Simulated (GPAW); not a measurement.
# Core-hole calculation of the Si K edge in TiSi2 (Cmcm), part 2 of 2

Aim: the dependence of the Si K near-edge features of TiSi2 (Cmcm) on volume.

GPAW 26.7.0; X-ray absorption from dipole matrix elements to empty bands, plane-wave PAW LDA.

So far. Step 8 (Spectrum with XCH, Si atom 3): Against the first run the r.m.s. difference is 4 %. The highest intensity below 16 eV goes from 3.7 eV (1.73) to 3.8 eV (1.71). Step 10 (Spectrum with XCH, Si atom 3): The scaled spectrum changes by 4 % r.m.s. The highest intensity below 16 eV goes from 3.7 eV (1.73) to 3.6 eV (1.75).

### 12. Spectrum with XCH, Si atom 3

Changed against the first core-hole run: volume scale from 1 to 1.06.

Contents of xas.py:

```python
import numpy as np
from ase import Atoms
from ase.parallel import parprint, paropen
from gpaw import GPAW, PW, FermiDirac, Mixer, MixerDif, setup_paths
from gpaw.test import gen
setup_paths.insert(0, '.')
gen('Si', name='fch1s', xcname='LDA', corehole=(1, 0, 1), write_xml=True)
from gpaw.mpi import world
world.barrier()

atoms = Atoms('Ti4Si8',
    cell=[[3.59944743, 0, 3.63509709],
     [-3.59944743, 0, 3.63509709],
     [1.79972372, -6.89185012, 0]],
    scaled_positions=[[0.57344096, 0.67655904, 0.20623616],
     [0.07344096, 0.17655904, 0.20623616],
     [0.42655904, 0.32344096, 0.79376384],
     [0.92655904, 0.82344096, 0.79376384],
     [0.24984259, 0.00015741, 0.50062964],
     [0.74984259, 0.50015741, 0.50062964],
     [0.75015741, 0.99984259, 0.49937036],
     [0.25015741, 0.49984259, 0.49937036],
     [0.40412572, 0.84587428, 0.8834971],
     [0.90412572, 0.34587428, 0.8834971],
     [0.59587428, 0.15412572, 0.1165029],
     [0.09587427, 0.65412572, 0.1165029]],
    pbc=True)
atoms.calc = calc = GPAW(legacy_gpaw=True, mode=PW(430, force_complex_dtype=True), xc='LDA', setups={4: 'fch1s'},
    kpts={'size': (5, 5, 4), 'gamma': True}, occupations=FermiDirac(0.1),
    charge=-1, mixer=Mixer(0.1, 5, 50), maxiter=150,
    convergence={'density': 0.0001, 'eigenstates': 1e-6}, txt='scf.txt')
energy = atoms.get_potential_energy() + calc.get_reference_energy()
ef = calc.get_fermi_level()
out = dict(energy=energy, fermi=ef, forces=atoms.get_forces().tolist())
parprint(f'all-electron energy {energy:.4f} eV, Fermi level {ef:.4f} eV')
ev = np.array([[calc.get_eigenvalues(k, s) for k in range(len(calc.get_ibz_k_points()))] for s in range(calc.get_number_of_spins())])
out['homo'], out['lumo'], out['counts'] = ev[ev < ef].max(), ev[ev > ef].min(), sorted(set((ev < ef).sum((0, 2)).tolist()))
out['filled'] = (ev[:, 0] < ef).sum(1).tolist()

from ase.units import Ha
from gpaw.xas import dipole_matrix_elements
nb = int(calc.get_number_of_electrons() / 2) + 130
top, nb = nb, nb + 8 + nb // 12
nscf = calc.fixed_density(kpts={'size': (7, 7, 5), 'gamma': True}, nbands=nb,
    convergence={'bands': top, 'eigenstates': 5e-3}, maxiter=60, txt='nscf.txt')
cell = atoms.cell.array
ops = [cell.T @ U.T @ np.linalg.inv(cell.T) for U in nscf.wfs.kd.symmetry.op_scc]
E = np.arange(-6, 34, 0.1)
fwhm = np.interp(E, [4, 25], [0.9, 3.5])
Y, X, zero, highest = 0, 0, 1e9, 1e9
for spin in range(nscf.get_number_of_spins()):
    wfs = nscf.wfs
    mine = wfs.bd.get_slice()  # this rank's bands
    A = dipole_matrix_elements(wfs.setups[4])
    eps = np.zeros((wfs.kd.nibzkpts, nb))
    d = np.zeros((3, A.shape[1], wfs.kd.nibzkpts, nb), complex)
    for kpt in wfs.kpt_u:
        if kpt.s == spin and 4 in kpt.P_ani:
            eps[kpt.k, mine] = kpt.eps_n * Ha
            d[:, :, kpt.k, mine] = (kpt.weight * wfs.nspins / 2) ** 0.5 * np.inner(A, kpt.P_ani[4])
    world.sum(eps)
    world.sum(d)
    T = np.einsum('amkn,bmkn->abkn', d, d.conj()).real
    T = sum(np.einsum('ai,ijkn,bj->abkn', R, T, R) for R in ops) / len(ops)
    empty = eps > ef
    zero, highest = min(zero, eps[empty].min()), min(highest, eps[:, top - 1].min())
    lines = [(eps, T, empty)] if spin == 0 else lines + [(eps, T, empty)]
for eps, T, empty in lines:
    f = np.einsum('aakn->akn', T).reshape(3, -1)
    x = eps.ravel() - zero
    w = np.interp(x, E, fwhm) / 2.35482
    g = np.exp(-0.5 * ((E[:, None] - x) / w) ** 2) / (w * (2 * np.pi) ** 0.5)
    Y = Y + (f * empty.ravel()) @ g.T
    X = X + (f * ~empty.ravel()) @ g.T
out.update(E=E.round(2).tolist(), xas=Y.tolist(), xes=X.tolist(), zero=zero, valid=highest - zero, nk=len(eps), nb=nb)
for i in range(0, len(E), 10):
    parprint(f'{E[i]:7.2f}', *(f'{v:10.3e}' for v in Y[:, i]))
import json
with paropen('out.json', 'w') as f:
    json.dump(out, f)
```

On the command line:

```sh
OMP_NUM_THREADS=1 mpirun -n 4 gpaw python xas.py
```

Elapsed: 6.4 min, on 4 MPI ranks of Arm Neoverse V1, shared host; peak memory 0.91 GiB; 26 min of CPU time.

| E (eV) | first run | this run |
| --- | --- | --- |
| -2.0 | 0.00 | 0.00 |
| -1.0 | 0.00 | 0.01 |
| 0.0 | 0.46 | 0.48 |
| 1.0 | 0.83 | 0.86 |
| 2.0 | 0.91 | 1.05 |
| 3.0 | 1.51 | 1.63 |
| 4.0 | 1.70 | 1.72 |
| 5.0 | 1.64 | 1.68 |
| 6.0 | 1.53 | 1.55 |
| 7.0 | 1.46 | 1.42 |
| 8.0 | 1.18 | 0.96 |
| 9.0 | 0.84 | 0.70 |
| 10.0 | 0.68 | 0.66 |
| 11.0 | 0.70 | 0.67 |
| 12.0 | 0.71 | 0.71 |
| 13.0 | 0.76 | 0.79 |
| 14.0 | 0.83 | 0.83 |
| 15.0 | 0.83 | 0.80 |
| 16.0 | 0.78 | 0.77 |
| 17.0 | 0.76 | 0.77 |
| 18.0 | 0.76 | 0.80 |
| 19.0 | 0.80 | 0.85 |
| 20.0 | 0.87 | 0.89 |
| 21.0 | 0.91 | 0.88 |
| 22.0 | 0.90 | 0.83 |
| 23.0 | 0.85 | 0.75 |
| 24.0 | 0.77 | 0.69 |
| 25.0 | 0.71 | 0.64 |
| 26.0 | 0.66 | 0.63 |
| 27.0 | 0.65 | 0.64 |
| 28.0 | 0.65 | 0.65 |
| 29.0 | 0.66 | 0.67 |
| 30.0 | 0.67 | 0.68 |

The scaled spectrum changes by 7 % r.m.s. The highest intensity below 16 eV goes from 3.7 eV (1.73) to 3.6 eV (1.77).

The photon energy of the zero moves by +0.02 eV.

### 13. The volumes side by side

```
volume  nearest distance (Å)  shift of the zero (eV)  maximum 1 (eV above own zero)  maximum 2 (eV above own zero)  maximum 3 (eV above own zero)  maximum 4 (eV above own zero)
  0.94                 2.457                   -0.04                            3.9                            5.5                           15.1                           22.4
  0.97                 2.483                   -0.02                            3.8                            5.4                           14.8                           21.9
     1                 2.509                   +0.00                            3.7                            5.3                           14.5                           21.3
  1.03                 2.533                   +0.01                            3.6                            5.1                           14.2                           20.8
  1.06                 2.558                   +0.02                            3.6                            5.0                           14.0                           20.4
```

The curves, each shifted by its zero's change so that they share one photon-energy axis, counted from the zero at V × 1:

| E (eV) | V × 0.94 | V × 0.97 | V × 1 | V × 1.03 | V × 1.06 |
| --- | --- | --- | --- | --- | --- |
| -2.0 | 0.00 | 0.00 | 0.00 | 0.00 | 0.00 |
| -1.0 | 0.01 | 0.01 | 0.00 | 0.00 | 0.00 |
| 0.0 | 0.47 | 0.47 | 0.46 | 0.47 | 0.47 |
| 1.0 | 0.82 | 0.82 | 0.83 | 0.85 | 0.86 |
| 2.0 | 0.81 | 0.85 | 0.91 | 0.98 | 1.04 |
| 3.0 | 1.39 | 1.45 | 1.51 | 1.57 | 1.62 |
| 4.0 | 1.67 | 1.69 | 1.70 | 1.71 | 1.72 |
| 5.0 | 1.56 | 1.60 | 1.64 | 1.66 | 1.68 |
| 6.0 | 1.55 | 1.53 | 1.53 | 1.53 | 1.55 |
| 7.0 | 1.41 | 1.44 | 1.46 | 1.46 | 1.43 |
| 8.0 | 1.34 | 1.28 | 1.18 | 1.07 | 0.96 |
| 9.0 | 1.02 | 0.93 | 0.84 | 0.76 | 0.71 |
| 10.0 | 0.77 | 0.71 | 0.68 | 0.67 | 0.66 |
| 11.0 | 0.71 | 0.71 | 0.70 | 0.68 | 0.67 |
| 12.0 | 0.73 | 0.72 | 0.71 | 0.70 | 0.71 |
| 13.0 | 0.75 | 0.75 | 0.76 | 0.77 | 0.79 |
| 14.0 | 0.81 | 0.82 | 0.83 | 0.84 | 0.83 |
| 15.0 | 0.86 | 0.85 | 0.83 | 0.81 | 0.80 |
| 16.0 | 0.82 | 0.80 | 0.78 | 0.77 | 0.77 |
| 17.0 | 0.76 | 0.75 | 0.76 | 0.76 | 0.77 |
| 18.0 | 0.74 | 0.75 | 0.76 | 0.78 | 0.80 |
| 19.0 | 0.75 | 0.78 | 0.80 | 0.83 | 0.85 |
| 20.0 | 0.81 | 0.84 | 0.87 | 0.88 | 0.89 |
| 21.0 | 0.88 | 0.90 | 0.91 | 0.90 | 0.88 |
| 22.0 | 0.92 | 0.92 | 0.90 | 0.87 | 0.83 |
| 23.0 | 0.92 | 0.89 | 0.85 | 0.80 | 0.75 |
| 24.0 | 0.87 | 0.82 | 0.77 | 0.73 | 0.69 |
| 25.0 | 0.80 | 0.75 | 0.71 | 0.67 | 0.64 |
| 26.0 | 0.74 | 0.70 | 0.66 | 0.64 | 0.63 |
| 27.0 | 0.70 | 0.67 | 0.65 | 0.64 | 0.64 |
| 28.0 | 0.67 | 0.65 | 0.65 | 0.65 | 0.65 |
| 29.0 | 0.66 | 0.66 | 0.66 | 0.66 | 0.67 |
| 30.0 | 0.66 | 0.66 | 0.67 | 0.67 | 0.68 |

### 14. Results

```json
{"absorber and edge": "Si K, atom 3 of the ground-state input (counted from 1)", "surroundings": "4 Si at 2.51 Å and 4 Ti at 2.66 Å (8-fold, site symmetry m2m)", "highest intensity below 16 eV": "3.7 eV above the zero, height 1.73", "photon energy of the zero, with the added terms": "1828.7 eV (raw 1843.6 eV; LDA puts this hole about 8 eV below PBE, itself good to a few eV)"}
```

What this shows: From V × 0.94 to V × 1.06 the nearest distance grows by 0.100 Å and the zero moves by +0.06 eV. Above their own zero, the maxima move from 3.9 to 3.6 eV, from 5.5 to 5.0 eV, from 15.1 to 14.0 eV and from 22.4 to 20.4 eV. The one highest in energy moves most, in the direction that the rule ΔE·R² ≈ constant for scattering resonances gives. The Si K edge of atom 3, with 4 Si at 2.51 Å and 4 Ti at 2.66 Å (8-fold, site symmetry m2m), has its highest intensity of the first 16 eV at 3.7 eV above the zero, near 1832 eV in photon energy (LDA puts this hole about 8 eV below PBE, itself good to a few eV), 1.7 times the mean level of the first 20 eV (Gaussian full width 0.9 eV up to 4 eV, rising linearly to 3.5 eV at 25 eV). At the Si K edge of atom 3 polarisation matters most near 7.3 eV, where the curves differ by 1.1 on this scale. The crystal has 2 inequivalent Si sites and not all are shown here, while a measurement adds them all. The holes are only 5.0 Å apart, so the shape is probably not converged with cell size; no larger cell was run here. The structure is a computed Materials Project entry and may be a hypothetical form.

[Logs are printed without paths, hosts, clocks, repeated set-up lines and the standing remarks that a program may print on its own settings, such as how far it seeks lower states.]

[Hosts, paths, dates, database ids (printed as entryN), source tags and the programs' standing remarks are cut or masked in the printed files.]

[Lists of maxima count a maximum above −3 eV only where it reaches 4 % of the highest in the window and stands out from its surroundings by 2 % of it (1.5 % where it reaches 55 %); shoulders and weaker maxima are passed over, and of the rest the first, up to two pre-edge ones and the few strongest are named.]
